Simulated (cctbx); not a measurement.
**A crystallographic session in cctbx: NaCo14Ir**

Library: cctbx 2025.11. The data are simulated by the first script.

## 1. Simulate the data

run.py:

```python
from cctbx import adptbx, crystal, miller, sgtbx, xray
from cctbx.array_family import flex
from iotbx.shelx import hklf
from scitbx import matrix
import scitbx.random

cs = crystal.symmetry(unit_cell=(5.023, 5.023, 7.802, 90, 90, 120), space_group_symbol='Hall: P -6 2')  # P-6m2
atoms = [  # label, site, U (iso, or U11 U22 U33 U12 U13 U23 in A^2), occupancy
    ("Ir1", (0, 0, 0.5), (0.0146, 0.0146, 0.0265, 0.0073, 0.0000, -0.0000), 1),
    ("Co1", (2/3, 1/3, 0.747), (0.0242, 0.0242, 0.0270, 0.0121, 0.0000, 0.0000), 1),
    ("Co2", (0.6816, 0.8408, 0.7408), (0.0125, 0.0138, 0.0170, 0.0063, 0.0011, 0.0005), 1),
    ("Co3", (0.4996, 0.5004, 0.5), (0.0130, 0.0130, 0.0141, 0.0075, 0.0000, 0.0000), 1),
    ("Co4", (0.4948, 0.5052, 0), (0.0122, 0.0122, 0.0235, 0.0065, 0.0000, 0.0000), 1),
    ("Na1", (0, 0, 0), (0.0251, 0.0251, 0.0346, 0.0125, -0.0000, 0.0000), 1),
]
xs = xray.structure(crystal_symmetry=cs)
for label, site, u, occ in atoms:
    u = adptbx.u_cif_as_u_star(cs.unit_cell(), u) if isinstance(u, tuple) else u
    xs.add_scatterer(xray.scatterer(label, site=site, u=u, occupancy=occ))
xs.set_inelastic_form_factors(0.6889, "sasaki")
xs.show_summary()
p1 = xs.expand_to_p1()
ms = miller.build_set(p1, anomalous_flag=True, d_min=0.7)
flex.set_random_seed(309691)
scitbx.random.set_random_seed(309691)
ms = ms.select(flex.random_double(ms.size()) < 0.95)
i = ms.structure_factors_from_scatterers(p1, algorithm="direct").f_calc().as_intensity_array().data()
i = i * 5000 / flex.max(i)
sig = flex.sqrt(i + flex.pow2(0.03 * i) + 15 ** 2)
noise = scitbx.random.variate(scitbx.random.normal_distribution())(i.size())
data = ms.array(data=i + sig * noise, sigmas=sig).set_observation_type_xray_intensity()
with open("data.hkl", "w") as f:
    data.export_as_shelx_hklf(f)
print("reflections written:", data.size(), " <I/sigma> = %.1f" % flex.mean(data.data() / data.sigmas()))
for h, a, b in list(data.sort("data"))[:12]:
    print("%4d%4d%4d %9.1f %7.1f" % (h + (a, b)))
```

```console
$ python run.py
```

```text
Number of scatterers: 6
At special positions: 6
Unit cell: (5.023, 5.023, 7.802, 90, 90, 120)
Space group: P -6 m 2 (No. 187)
reflections written: 1957  <I/sigma> = 3.5
   0   0   4    5117.7   166.5
   0   0  -4    5088.1   166.5
  -2   0  -2    4252.5   133.6
   2  -2   2    4113.9   133.6
   0  -2  -2    3966.3   130.4
  -2   0   2    3944.4   133.6
  -2   2   2    3942.7   130.4
   0   2   2    3915.3   133.6
   2  -2  -2    3879.3   133.6
   0  -2   2    3875.5   130.4
   2   0   2    3697.1   130.4
  -2   2  -2    3695.4   130.4
```

Run time: 0.21 s on 1 thread of Arm Neoverse V2, with other jobs on the host, peak memory 0.07 GiB.

## 2. Refinement (right model, isotropic)

run.py:

```python
import math
from cctbx import adptbx, crystal, maptbx, sgtbx, xray
from cctbx.array_family import flex
from cctbx.xray import observations
from iotbx.shelx import hklf
from scitbx.lstbx import normal_eqns_solving
from smtbx import absolute_structure, utils
from smtbx.refinement import constraints, least_squares

cs = crystal.symmetry(unit_cell=(5.023, 5.023, 7.802, 90, 90, 120), space_group_symbol='Hall: P -6 2')  # P-6m2
atoms = [  # label, site, U (iso, or U11 U22 U33 U12 U13 U23 in A^2), occupancy
    ("Ir1", (0, 0, 0.5), 0.0200, 1),
    ("Co1", (2/3, 1/3, 0.7371), 0.0200, 1),
    ("Co2", (0.6715, 0.8358, 0.7398), 0.0200, 1),
    ("Co3", (0.5001, 0.4999, 0.5), 0.0200, 1),
    ("Co4", (0.5009, 0.4991, 0), 0.0200, 1),
    ("Na1", (0, 0, 0), 0.0200, 1),
]
xs = xray.structure(crystal_symmetry=cs)
for label, site, u, occ in atoms:
    u = adptbx.u_cif_as_u_star(cs.unit_cell(), u) if isinstance(u, tuple) else u
    xs.add_scatterer(xray.scatterer(label, site=site, u=u, occupancy=occ))
xs.set_inelastic_form_factors(0.6889, "sasaki")
raw = hklf.reader(file_name="data.hkl").as_miller_arrays(crystal_symmetry=cs, anomalous=True)[0]
merged = raw.eliminate_sys_absent().merge_equivalents()
fo2 = merged.array().set_observation_type_xray_intensity()
print("Rint %.3f, %d unique reflections to %.2f A" % (merged.r_int(), fo2.size(), fo2.d_min()))
for sc in xs.scatterers():
    sc.flags.set_grad_site(True)
    sc.flags.set_grad_u_aniso(sc.flags.use_u_aniso())
    sc.flags.set_grad_u_iso(sc.flags.use_u_iso())
obs = fo2.as_xray_observations()
extra = {}
rep = constraints.reparametrisation(xs, [], utils.connectivity_table(xs), **extra)
ls = least_squares.crystallographic_ls(obs, rep, weighting_scheme=least_squares.mainstream_shelx_weighting(a=0, b=0))
print("cycle     R1     wR2    GooF  max shift (A)")
for cycle in range(8):
    ls.build_up()
    r1, wr2, goof = ls.r1_factor(cutoff_factor=2)[0], ls.wR2(), ls.goof()
    old = xs.sites_cart()
    normal_eqns_solving.levenberg_marquardt_iterations(ls, n_max_iterations=3, tau=1e-06, step_threshold=1e-7)
    big = flex.max((xs.sites_cart() - old).norms())
    print("%4d %7.4f %7.4f %7.3f %9.5f" % (cycle + 1, r1, wr2, goof, big))
    ls.build_up(objective_only=True)
    if abs(ls.wR2() - wr2) < 5e-5 and big < 5e-4:
        break
ls.build_up()
print("final R1 %.4f wR2 %.4f GooF %.3f  parameters %d  data/parameter %.1f" % (ls.r1_factor(cutoff_factor=2)[0], ls.wR2(), ls.goof(), ls.n_parameters, fo2.size() / ls.n_parameters))
cov = ls.covariance_matrix_and_annotations()
su = dict(zip(cov.annotations, (math.sqrt(max(v, 0)) for v in cov.matrix.matrix_packed_u_diagonal())))
a2 = cs.unit_cell().reciprocal_parameters()[0] ** -2
print("atom        x        y        z      Ueq    occ   su(xyz)  su(Uiso or U11)")
for sc in xs.scatterers():
    s = max(su.get(sc.label + k, 0) for k in (".x", ".y", ".z"))
    npd = "" if sc.is_positive_definite_u(cs.unit_cell()) else "  NPD"
    print("%-5s %8.5f %8.5f %8.5f %8.4f %6.3f %8.5f %7.4f%s" % ((sc.label,) + sc.site + (sc.u_iso_or_equiv(cs.unit_cell()), sc.occupancy, s, su.get(sc.label + ".uiso", su.get(sc.label + ".u11", 0) * a2), npd)))
fo = fo2.f_sq_as_f()
fc = fo.structure_factors_from_scatterers(xs, algorithm="direct").f_calc()
diff = fo.f_obs_minus_f_calc(1 / math.sqrt(ls.scale_factor()), fc).average_bijvoet_mates()
m = diff.fft_map(symmetry_flags=maptbx.use_space_group_symmetry, resolution_factor=0.25).apply_volume_scaling()
print("difference map: max %.2f min %.2f rms %.2f" % (m.statistics().max(), m.statistics().min(), m.statistics().sigma()))
peaks = m.peak_search(parameters=maptbx.peak_search_parameters(min_distance_sym_equiv=0.6, max_clusters=6)).all()
near = xs.closest_distances(peaks.sites(), distance_cutoff=4)
sps = cs.special_position_settings(min_distance_sym_equiv=0.5)
for k, (x, h) in enumerate(zip(peaks.sites(), peaks.heights())):
    ss = sps.site_symmetry(x)
    print("Q%-3d %7.4f %7.4f %7.4f %4d %7.2f  %.2f A from %s" % ((k + 1,) + tuple(t % 1 for t in ss.exact_site()) + (ss.multiplicity(), h, near.smallest_distances[k], xs.scatterers()[near.i_seqs[k]].label)))
```

```console
$ python run.py
```

```text
Rint 0.111, 245 unique reflections to 0.70 A
cycle     R1     wR2    GooF  max shift (A)
   1  0.0936  0.1462   2.507   0.06085
   2  0.0645  0.1048   1.797   0.00000
final R1 0.0645 wR2 0.1048 GooF 1.797  parameters 11  data/parameter 22.3
atom        x        y        z      Ueq    occ   su(xyz)  su(Uiso or U11)
Ir1    0.00000  0.00000  0.50000   0.0184  1.000  0.00000  0.0008
Co1    0.66667  0.33333  0.74490   0.0209  1.000  0.00110  0.0030
Co2    0.68071  0.84036  0.73840   0.0157  1.000  0.00163  0.0012
Co3    0.50136  0.49864  0.50000   0.0158  1.000  0.00258  0.0012
Co4    0.49544  0.50456  0.00000   0.0146  1.000  0.00205  0.0013
Na1    0.00000  0.00000  0.00000   0.0114  1.000  0.00000  0.0061
difference map: max 16.59 min -7.59 rms 0.97
Q1    0.0000  0.0000  0.4409    2   16.76  0.46 A from Ir1
Q2    0.0024  0.5012  0.5000    3    3.83  0.02 A from Co3
Q3    0.1499  0.2998  0.2159    6    2.93  0.37 A from Co2
Q4    0.6667  0.3333  0.2972    2    2.86  0.33 A from Co1
Q5    0.6667  0.3333  0.5000    1    2.42  1.44 A from Co3
Q6    0.0031  0.1670  0.1745   12    2.23  1.03 A from Co2
```

Time: 0.34 s.

## 3. Refinement (right model, anisotropic)

run.py, as its changes from the last script of this kind:

```diff
@@ -12,6 +12,6 @@
-    ("Ir1", (0, 0, 0.5), 0.0200, 1),
-    ("Co1", (2/3, 1/3, 0.7371), 0.0200, 1),
-    ("Co2", (0.6715, 0.8358, 0.7398), 0.0200, 1),
-    ("Co3", (0.5001, 0.4999, 0.5), 0.0200, 1),
-    ("Co4", (0.5009, 0.4991, 0), 0.0200, 1),
-    ("Na1", (0, 0, 0), 0.0200, 1),
+    ("Ir1", (0, 0, 0.5), 0.0184, 1),
+    ("Co1", (2/3, 1/3, 0.7449), 0.0209, 1),
+    ("Co2", (0.68071, 0.84036, 0.7384), 0.0157, 1),
+    ("Co3", (0.50136, 0.49864, 0.5), 0.0158, 1),
+    ("Co4", (0.49544, 0.50456, 0), 0.0146, 1),
+    ("Na1", (0, 0, 0), 0.0114, 1),
@@ -23,0 +24 @@
+xs.convert_to_anisotropic()
@@ -56,0 +58,4 @@
+fc = fo2.structure_factors_from_scatterers(xs, algorithm="direct").f_calc()
+absolute_structure.flack_analysis(xs, fo2.as_xray_observations()).show()
+h = absolute_structure.hooft_analysis(fo2, fc, scale_factor=ls.scale_factor())
+print("Hooft y: %.3f(%.0f)  Bijvoet pairs: %d" % (h.hooft_y, 1000 * h.sigma_y, h.n_bijvoet_pairs))
```

```console
$ python run.py
```

```text
Rint 0.111, 245 unique reflections to 0.70 A
cycle     R1     wR2    GooF  max shift (A)
   1  0.0645  0.1048   1.837   0.01729
   2  0.0372  0.0550   0.964   0.00023
final R1 0.0373 wR2 0.0550 GooF 0.964  parameters 21  data/parameter 11.7
atom        x        y        z      Ueq    occ   su(xyz)  su(Uiso or U11)
Ir1    0.00000  0.00000  0.50000   0.0188  1.000  0.00000  0.0007
Co1    0.66667  0.33333  0.74713   0.0198  1.000  0.00069  0.0032
Co2    0.68285  0.84143  0.74029   0.0172  1.000  0.00131  0.0015
Co3    0.50261  0.49739  0.50000   0.0126  1.000  0.00177  0.0015
Co4    0.49588  0.50412  0.00000   0.0157  1.000  0.00178  0.0014
Na1    0.00000  0.00000  0.00000   0.0224  1.000  0.00000  0.0072
Flack x: 0.03(9)
Hooft y: -0.052(65)  Bijvoet pairs: 103
difference map: max 2.81 min -3.05 rms 0.62
Q1    0.4417  0.2209  0.0000    3    2.92  1.31 A from Co4
Q2    0.6667  0.3333  0.5000    1    2.88  1.43 A from Co3
Q3    0.0066  0.1683  0.1719   12    2.31  1.02 A from Co2
Q4    0.1118  0.2236  0.0000    3    1.96  0.97 A from Na1
Q5    0.4453  0.2227  0.5000    3    1.94  1.26 A from Co3
Q6    0.0000  0.0000  0.2062    2    1.89  1.44 A from Co2
```

Time: 0.37 s.

## 4. Refinement

run.py, as its changes from the last script of this kind:

```diff
@@ -16 +16 @@
-    ("Co4", (0.49544, 0.50456, 0), 0.0146, 1),
+    ("Rh1", (0.49544, 0.50456, 0), 0.0146, 1),
@@ -38 +38 @@
-for cycle in range(8):
+for cycle in range(12):
@@ -58,4 +57,0 @@
-fc = fo2.structure_factors_from_scatterers(xs, algorithm="direct").f_calc()
-absolute_structure.flack_analysis(xs, fo2.as_xray_observations()).show()
-h = absolute_structure.hooft_analysis(fo2, fc, scale_factor=ls.scale_factor())
-print("Hooft y: %.3f(%.0f)  Bijvoet pairs: %d" % (h.hooft_y, 1000 * h.sigma_y, h.n_bijvoet_pairs))
```

```console
$ python run.py
```

```text
Rint 0.111, 245 unique reflections to 0.70 A
cycle     R1     wR2    GooF  max shift (A)
   1  0.1823  0.2449   4.293   0.00000
final R1 0.1823 wR2 0.2449 GooF 4.293  parameters 21  data/parameter 11.7
atom        x        y        z      Ueq    occ   su(xyz)  su(Uiso or U11)
Ir1    0.00000  0.00000  0.50000   0.0184  1.000  0.00000  0.0064
Co1    0.66667  0.33333  0.74490   0.0209  1.000  0.00299  0.0234
Co2    0.68071  0.84035  0.73840   0.0157  1.000  0.01070  0.0110
Co3    0.50136  0.49864  0.50000   0.0158  1.000  0.01212  0.0142
Rh1    0.49544  0.50456  0.00000   0.0146  1.000  0.00543  0.0079
Na1    0.00000  0.00000  0.00000   0.0114  1.000  0.00000  0.0579
difference map: max 29.18 min -34.16 rms 2.61
Q1    0.0000  0.0000  0.5000    1   29.19  0.00 A from Ir1
Q2    0.1591  0.3181  0.2890    6   19.29  0.21 A from Co2
Q3    0.0000  0.0000  0.0000    1   18.72  0.00 A from Na1
Q4    0.6667  0.3333  0.3010    2   16.78  0.36 A from Co1
Q5    0.0168  0.5084  0.5000    3   12.11  0.08 A from Co3
Q6    0.9982  0.4991  0.3949    6    7.11  0.82 A from Co3
```

Time: 0.3 s.

This run holds a fault made on purpose: wrong element: Rh1 is Co.

## 5. Refinement

run.py, as its changes from the last script of this kind:

```diff
@@ -16 +16 @@
-    ("Rh1", (0.49544, 0.50456, 0), 0.0146, 1),
+    ("Co4", (0.49544, 0.50456, 0), 0.0146, 1),
@@ -17,0 +18 @@
+    ("Na2", (0.916, 0.812, 0.945), 0.0300, 1),
@@ -24 +24,0 @@
-xs.convert_to_anisotropic()
```

```console
$ python run.py
```

```text
Rint 0.111, 245 unique reflections to 0.70 A
cycle     R1     wR2    GooF  max shift (A)
   1  0.1303  0.2411   4.161   0.44195
   2  0.0797  0.1317   2.272   1.09942
   3  0.0682  0.1089   1.879   0.24543
   4  0.0675  0.1102   1.901   0.02863
   5  0.0676  0.1108   1.912   0.00777
   6  0.0677  0.1108   1.913   0.00010
final R1 0.0677 wR2 0.1109 GooF 1.914  parameters 14  data/parameter 17.5
atom        x        y        z      Ueq    occ   su(xyz)  su(Uiso or U11)
Ir1    0.00000  0.00000  0.50000   0.0177  1.000  0.00000  0.0008
Co1    0.66667  0.33333  0.74465   0.0236  1.000  0.00120  0.0031
Co2    0.67918  0.83959  0.73838   0.0151  1.000  0.00177  0.0012
Co3    0.49614  0.50386  0.50000   0.0190  1.000  0.00283  0.0016
Co4    0.49499  0.50501  0.00000   0.0143  1.000  0.00230  0.0015
Na1    0.00000  0.00000  0.00000   0.0108  1.000  0.00000  0.0062
Na2    0.83891  0.67782  0.74798   1.0000  1.000  0.06188  0.5070
difference map: max 16.25 min -11.22 rms 1.08
Q1    0.0000  0.0000  0.4378    2   16.95  0.49 A from Ir1
Q2    0.9942  0.4971  0.5000    3    9.46  0.06 A from Co3
Q3    0.6667  0.3333  0.5000    1    3.19  1.48 A from Co3
Q4    0.3333  0.6667  0.4152    2    2.72  1.56 A from Co3
Q5    0.1479  0.2958  0.2158    6    2.60  0.37 A from Co2
Q6    0.6667  0.3333  0.2920    2    2.49  0.29 A from Co1
```

Time: 0.51 s.

This run holds a fault made on purpose: spurious atom: Na2.

## 6. Refinement

run.py, as its changes from the last script of this kind:

```diff
@@ -13,4 +13,4 @@
-    ("Co1", (2/3, 1/3, 0.7449), 0.0209, 1),
-    ("Co2", (0.68071, 0.84036, 0.7384), 0.0157, 1),
-    ("Co3", (0.50136, 0.49864, 0.5), 0.0158, 1),
-    ("Co4", (0.49544, 0.50456, 0), 0.0146, 1),
+    ("Co1", (1/3, 2/3, 0.2551), 0.0209, 1),
+    ("Co2", (0.31929, 0.15964, 0.2616), 0.0157, 1),
+    ("Co3", (0.49864, 0.50136, 0.5), 0.0158, 1),
+    ("Co4", (0.50456, 0.49544, 0), 0.0146, 1),
@@ -18 +17,0 @@
-    ("Na2", (0.916, 0.812, 0.945), 0.0300, 1),
@@ -24,0 +24 @@
+xs.convert_to_anisotropic()
@@ -57,0 +58,4 @@
+fc = fo2.structure_factors_from_scatterers(xs, algorithm="direct").f_calc()
+absolute_structure.flack_analysis(xs, fo2.as_xray_observations()).show()
+h = absolute_structure.hooft_analysis(fo2, fc, scale_factor=ls.scale_factor())
+print("Hooft y: %.3f(%.0f)  Bijvoet pairs: %d" % (h.hooft_y, 1000 * h.sigma_y, h.n_bijvoet_pairs))
```

```console
$ python run.py
```

```text
Rint 0.111, 245 unique reflections to 0.70 A
cycle     R1     wR2    GooF  max shift (A)
   1  0.0729  0.1224   2.145   0.05758
   2  0.0535  0.0825   1.446   0.00325
   3  0.0535  0.0825   1.446   0.00024
final R1 0.0535 wR2 0.0825 GooF 1.446  parameters 21  data/parameter 11.7
atom        x        y        z      Ueq    occ   su(xyz)  su(Uiso or U11)
Ir1    0.00000  0.00000  0.50000   0.0185  1.000  0.00000  0.0010
Co1    0.33333  0.66667  0.25237   0.0214  1.000  0.00102  0.0049
Co2    0.31813  0.15906  0.25929   0.0174  1.000  0.00186  0.0023
Co3    0.50471  0.49529  0.50000   0.0116  1.000  0.00259  0.0024
Co4    0.49754  0.50246  0.00000   0.0159  1.000  0.00284  0.0020
Na1    0.00000  0.00000  0.00000   0.0216  1.000  0.00000  0.0104
Flack x: 0.80(9)
Hooft y: 0.972(66)  Bijvoet pairs: 103
difference map: max 3.21 min -3.49 rms 0.63
Q1    0.3333  0.6667  0.5000    1    3.42  1.49 A from Co3
Q2    0.0000  0.0000  0.3110    2    2.20  1.44 A from Co2
Q3    0.9837  0.1655  0.1699   12    2.14  0.99 A from Co2
Q4    0.4665  0.2332  0.5000    3    2.08  1.23 A from Co3
Q5    0.0000  0.0000  0.2122    2    2.07  1.43 A from Co2
Q6    0.2228  0.4456  0.5000    3    1.95  1.31 A from Co3
```

Run time: 0.43 s on 1 thread of Arm Neoverse V2, with other jobs on the host, peak memory 0.09 GiB.

This run holds a fault made on purpose: the structure inverted.

[Logs are printed without paths, hosts, clocks, repeated set-up lines and the standing remarks that a program may print on its own settings, such as how far it seeks lower states.]
